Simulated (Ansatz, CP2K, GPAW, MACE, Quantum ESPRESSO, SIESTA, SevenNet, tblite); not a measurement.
# SIESTA on amorphous Zn12Cd27Se39 (78 atoms): settings against a plane-wave reference, part 2 of 2

Wanted: SIESTA inputs and outputs for amorphous Zn12Cd27Se39 (78 atoms), checked against a plane-wave reference.

Program: SIESTA 5.4.2; the method stands at each step. Banners, paths, timers and routine set-up lines are dropped from the logs unmarked, and long logs keep their key lines alone; longer cuts are marked. The potentials were converted by us to PSML.

So far. Step 2 (PBE, DZP, shift 0.01 Ry, mesh 500 Ry): Forces lie 29 % from the reference's, at 1.2 times its CPU time (on 2 against 4 cores). Step 3 (PBE, SZP, shift 0.01 Ry, mesh 500 Ry): Against the first run (29 %), the force difference from the reference is 33 %, at 0.76 times the CPU time, with 1053 basis functions against 1443: the smaller basis costs accuracy.

## Step 4: PBE, DZP, shift 0.005 Ry, mesh 500 Ry

Method: Kohn-Sham DFT, PBE, PseudoDojo 0.4.1 norm-conserving pseudopotentials (converted to PSML), numerical atomic orbitals (DZP), diagonalisation.

input.fdf reads:

```
SystemLabel cell
NumberOfAtoms 78
NumberOfSpecies 3
%block ChemicalSpeciesLabel
  1 30 Zn
  2 48 Cd
  3 34 Se
%endblock ChemicalSpeciesLabel
LatticeConstant 1.0 Ang
%block LatticeVectors
  12.77450 0.00000 0.00000
  0.00000 12.77450 0.00000
  0.00000 0.00000 12.77450
%endblock LatticeVectors
PAO.BasisSize DZP
PAO.EnergyShift 0.005 Ry
XC.Functional GGA
XC.Authors PBE
MeshCutoff 500 Ry
%block kgrid_Monkhorst_Pack
  1 0 0 0.0
  0 1 0 0.0
  0 0 1 0.0
%endblock kgrid_Monkhorst_Pack
SolutionMethod diagon
OccupationFunction FD
ElectronicTemperature 580 K
SCF.Mixer.Method Pulay
SCF.Mixer.Weight 0.15
SCF.Mixer.History 8
SCF.Mix Hamiltonian
MaxSCFIterations 300
SCF.DM.Tolerance 1e-04
SCF.H.Tolerance 1.0e-3 eV
WriteForces T
Write.HirshfeldPop T
Write.VoronoiPop T
Write.DM F
Write.H F
XML.Write F
AtomicCoordinatesFormat Fractional
%block AtomicCoordinatesAndAtomicSpecies
[... 78 atom lines left out: the same atoms as in the first run ...]
%endblock AtomicCoordinatesAndAtomicSpecies
```

Started as:

```bash
OMP_NUM_THREADS=1 mpirun -np 2 siesta < input.fdf > output.txt
```

What it wrote:

```text
Version         : 5.4.2
reinit: System Name:
reinit: System Label: cell
initatom: Reading input for the pseudopotentials and atomic orbitals ----------
Species number:   1 Atomic number:   30 Label: Zn
Species number:   2 Atomic number:   48 Label: Cd
Species number:   3 Atomic number:   34 Label: Se
Ground state valence configuration (from tables):   4s02  4p00  3d10  4f00
Ground state valence configuration (from tables):   5s02  5p00  4d10  4f00
Ground state valence configuration (from tables):   4s02  4p04  4d00  4f00
---- Processing specs for species: Zn
GGA--PBE XC_GGA_X_PBE--XC_GGA_C_PBE pb
Semicore shell(s) with  8 electrons included in the valence for Zn
---- Processing specs for species: Cd
GGA--PBE XC_GGA_X_PBE--XC_GGA_C_PBE pb
[... lines left out ...]
Total number of electrons:  1404.000000
[... lines left out ...]
stepf: Fermi-Dirac step function
        iscf     Eharris(eV)        E_KS(eV)     FreeEng(eV)     dDmax    Ef(eV) dHmax(eV)
[... lines left out ...]
SCF Convergence by DM+H criterion
[... lines left out ...]
SCF cycle converged after 21 iterations
[... lines left out ...]
   Max    1.575382
[... lines left out ...]
   Max    1.575382    constrained
Stress tensor Voigt[x,y,z,yz,xz,xy] (kbar):      -17.97      -13.71      -17.91        5.59       -2.00        4.32
[... lines left out ...]
siesta: FreeEng =   -325693.131335
siesta: Final energy (eV):
siesta:  Band Struct. =  -52998.360285
siesta:       Kinetic =  158786.322080
siesta:       Hartree =  117325.242656
siesta:         Exch. =  -48184.660307
siesta:         Corr. =   -2659.263309
siesta:   Exch.-corr. =  -50843.923616
siesta:  Ion-electron = -404613.221285
siesta:       Ion-ion = -146347.309428
siesta:         Total = -325692.889593
siesta:         Fermi =      -3.390705
siesta: Stress tensor (static) (eV/Ang**3):
siesta:    -0.011217    0.002695   -0.001247
siesta:     0.002695   -0.008560    0.003488
siesta:    -0.001247    0.003488   -0.011176
siesta: Cell volume =       2084.643193 Ang**3
siesta: Pressure (static):
siesta:                Solid            Molecule  Units
siesta:           0.00011237          0.00012376  Ry/Bohr**3
siesta:           0.01031766          0.01136310  eV/Ang**3
siesta:          16.53071102         18.20568881  kBar
    Orbital volume contribution        =          49.454171 eV
    (Free)E + p_basis*V_orbitals       =     -325643.677164 eV
    (Free)Eharris+ p_basis*V_orbitals  =     -325643.677181 eV
Hirshfeld Atomic Populations:
Atom #   charge [q] valence [e]  Species
     1     0.610607   19.389393  Zn
     2     0.625983   19.374017  Zn
     3     0.616352   19.383648  Zn
[...]
13     0.331036   19.668964  Cd
    14     0.302254   19.697746  Cd
    15     0.337089   19.662911  Cd
[...]
40    -0.391022   16.391022  Se
    41    -0.442566   16.442566  Se
    42    -0.360447   16.360447  Se
[...]
--------------------
 Total    -0.000003
Voronoi Atomic Populations:
Atom #   charge [q] valence [e]  Species
[...]
11     0.565144   19.434856  Zn
    12     0.570048   19.429952  Zn
[...]
38     0.263985   19.736015  Cd
    39     0.356982   19.643018  Cd
[...]
77    -0.238995   16.238995  Se
    78    -0.395663   16.395663  Se
--------------------
 Total    -0.000003
```

The job ended after 4.1 min (2 MPI ranks of Arm Neoverse V2, shared host; peak memory 2.7 GiB).

Numbers from this run, and their distance from the reference:

```
r.m.s. force component                  : 0.464 eV/Å
r.m.s. difference of force components   : 113.2 meV/Å
longest difference of force vectors     : 374.9 meV/Å
force difference over r.m.s. force      : 27.68 %
slope of forces against the reference's : 1.105
correlation of force components         : 0.9742
pressure                                : 1.653 GPa
pressure difference                     : 0.4935 GPa
```

This run lies far from the reference in forces at the same functional. Basis and potentials both differ; the latter hold 1404 valence electrons against the reference's 1308.

Against the first run (29 %), the force difference from the reference is 28 %, at 1.2 times the CPU time.

## Step 5: PBE, DZ, shift 0.01 Ry, mesh 500 Ry

Method: Kohn-Sham DFT, PBE, PseudoDojo 0.4.1 norm-conserving pseudopotentials (converted to PSML), numerical atomic orbitals (DZ), diagonalisation.

input.fdf: that of step 4 with these lines changed.

```diff
@@ -14,4 +14,4 @@
 %endblock LatticeVectors
-PAO.BasisSize DZP
-PAO.EnergyShift 0.005 Ry
+PAO.BasisSize DZ
+PAO.EnergyShift 0.01 Ry
 XC.Functional GGA
```

What it wrote:

```text
Version         : 5.4.2
reinit: System Name:
reinit: System Label: cell
initatom: Reading input for the pseudopotentials and atomic orbitals ----------
Species number:   1 Atomic number:   30 Label: Zn
Species number:   2 Atomic number:   48 Label: Cd
Species number:   3 Atomic number:   34 Label: Se
Ground state valence configuration (from tables):   4s02  4p00  3d10  4f00
[... lines left out ...]
SCF Convergence by DM+H criterion
[... lines left out ...]
SCF cycle converged after 24 iterations
[... lines left out ...]
   Max    1.568929
[... lines left out ...]
   Max    1.568929    constrained
Stress tensor Voigt[x,y,z,yz,xz,xy] (kbar):       -6.33       -3.14       -8.40        5.13       -2.07        5.14
[... lines left out ...]
siesta: FreeEng =   -325523.893886
[... lines left out ...]
siesta:         Fermi =      -2.183275
[... lines left out ...]
siesta:           5.95400346          5.63041915  kBar
[... lines left out ...]
    (Free)Eharris+ p_basis*V_orbitals  =     -325498.025118 eV
Hirshfeld Atomic Populations:
Atom #   charge [q] valence [e]  Species
     1     0.712055   19.287945  Zn
     2     0.727072   19.272928  Zn
     3     0.720542   19.279458  Zn
[...]
13     0.457713   19.542287  Cd
    14     0.405631   19.594369  Cd
    15     0.470979   19.529021  Cd
[...]
40    -0.510865   16.510865  Se
    41    -0.537107   16.537107  Se
    42    -0.502930   16.502930  Se
[...]
--------------------
 Total    -0.000020
Voronoi Atomic Populations:
Atom #   charge [q] valence [e]  Species
[...]
11     0.705188   19.294812  Zn
    12     0.712851   19.287149  Zn
[...]
38     0.423075   19.576925  Cd
    39     0.517635   19.482365  Cd
[...]
77    -0.299793   16.299793  Se
    78    -0.570995   16.570995  Se
--------------------
 Total    -0.000020
```

Wall time 2.1 min (2 MPI ranks); peak memory 1.7 GiB.

Numbers from this run, and their distance from the reference:

| Item | Value |
| --- | --- |
| r.m.s. force component | 0.5461 eV/Å |
| r.m.s. difference of force components | 249.1 meV/Å |
| longest difference of force vectors | 996.5 meV/Å |
| force difference over r.m.s. force | 60.92 % |
| slope of forces against the reference's | 1.206 |
| correlation of force components | 0.9032 |
| pressure | 0.5954 GPa |
| pressure difference | -0.5642 GPa |

This is a coarse setting, run to see what it loses.

Against the first run (29 %), the force difference from the reference is 61 %, at 0.62 times the CPU time, with 1131 basis functions against 1443: the smaller basis costs accuracy.

## Step 6: All runs compared

Differences are against the plane-wave reference, forces as r.m.s. over components; share is that over the reference's r.m.s. force, slope the least-squares factor from reference forces to these. Total energies of different programs have different zeros and aren't compared.

```
                                                 run  Δ force, r.m.s. (meV/Å)  share (%)  slope  Δ pressure (GPa)  cores  CPU time  memory (GiB)
                                           reference                        -          -      -                 -      4   5.8 min           4.0
         SIESTA PBE, DZP, shift 0.01 Ry, mesh 500 Ry                      119       29.2  1.107            -0.930      2   6.8 min           2.3
SIESTA PBE, SZP, shift 0.01 Ry, mesh 500 Ry (coarse)                      137       33.4  1.195             -1.92      2   5.2 min           2.2
        SIESTA PBE, DZP, shift 0.005 Ry, mesh 500 Ry                      113       27.7  1.105             0.493      2   8.2 min           2.7
 SIESTA PBE, DZ, shift 0.01 Ry, mesh 500 Ry (coarse)                      249       60.9  1.206            -0.564      2   4.2 min           1.7
```

Rows marked coarse were listed beforehand as settings not expected to be converged; some can still land near the reference.

CPU time is summed over cores on a shared host, where runs went side by side, so it is rough. Symmetry, cutoffs, thresholds, outputs and thread counts weren't matched or tuned between programs; memory under MPI is the largest rank's times the ranks.

## Step 7: Results

```
nearest in forces : SIESTA PBE, DZP, shift 0.005 Ry, mesh 500 Ry, 28 %
its CPU time      : 8.2 min
```

**Reading.** The PBE runs in local orbitals, coarse settings apart, differ by 28 % (SIESTA PBE, DZP, shift 0.005 Ry, mesh 500 Ry) to 29 % (SIESTA PBE, DZP, shift 0.01 Ry, mesh 500 Ry); basis, grid and potentials can all enter. Runs with settings chosen to be coarse differ by 33 % (SIESTA PBE, SZP, shift 0.01 Ry, mesh 500 Ry) to 61 % (SIESTA PBE, DZ, shift 0.01 Ry, mesh 500 Ry), their programs' other errors included. None of the electronic-structure runs in the table takes under half the reference's CPU time of 5.8 min; they take 0.72 to 1.4 times as much. SIESTA PBE, SZP, shift 0.01 Ry, mesh 500 Ry stiffens the forces by a factor of 1.20 while following their directions (correlation 0.975); the slopes of the 4 SIESTA runs lie between 1.11 and 1.21. In pressure, SIESTA PBE, SZP, shift 0.01 Ry, mesh 500 Ry misses by -1.9 GPa, at the same functional. The potentials hold different valence shells: 1308 electrons in the reference, 1404 in SIESTA; this bears on time and differences. The quench rate of 50 K/ps is many orders above laboratory rates, so the cell is likely richer in defects and strain than a real sample. The network of bonds at the start is that of the classical potential that made the cell, and needn't be the one that DFT or experiment would give. The electronic-structure runs sample only Γ, in a cell whose shortest periodic width is 13 Å, which is coarse for a cell with partly filled levels.

[Also dropped from logs without a mark: logging warnings of Python, and SIESTA's first energy breakdown and zero terms.]

[Logs are printed without paths, hosts, clocks, repeated set-up lines and the standing remarks that a program may print on its own settings, such as how far it seeks lower states.]

[Hosts, paths, dates, database ids (printed as entryN), source tags and the programs' standing remarks are cut or masked in the printed files.]
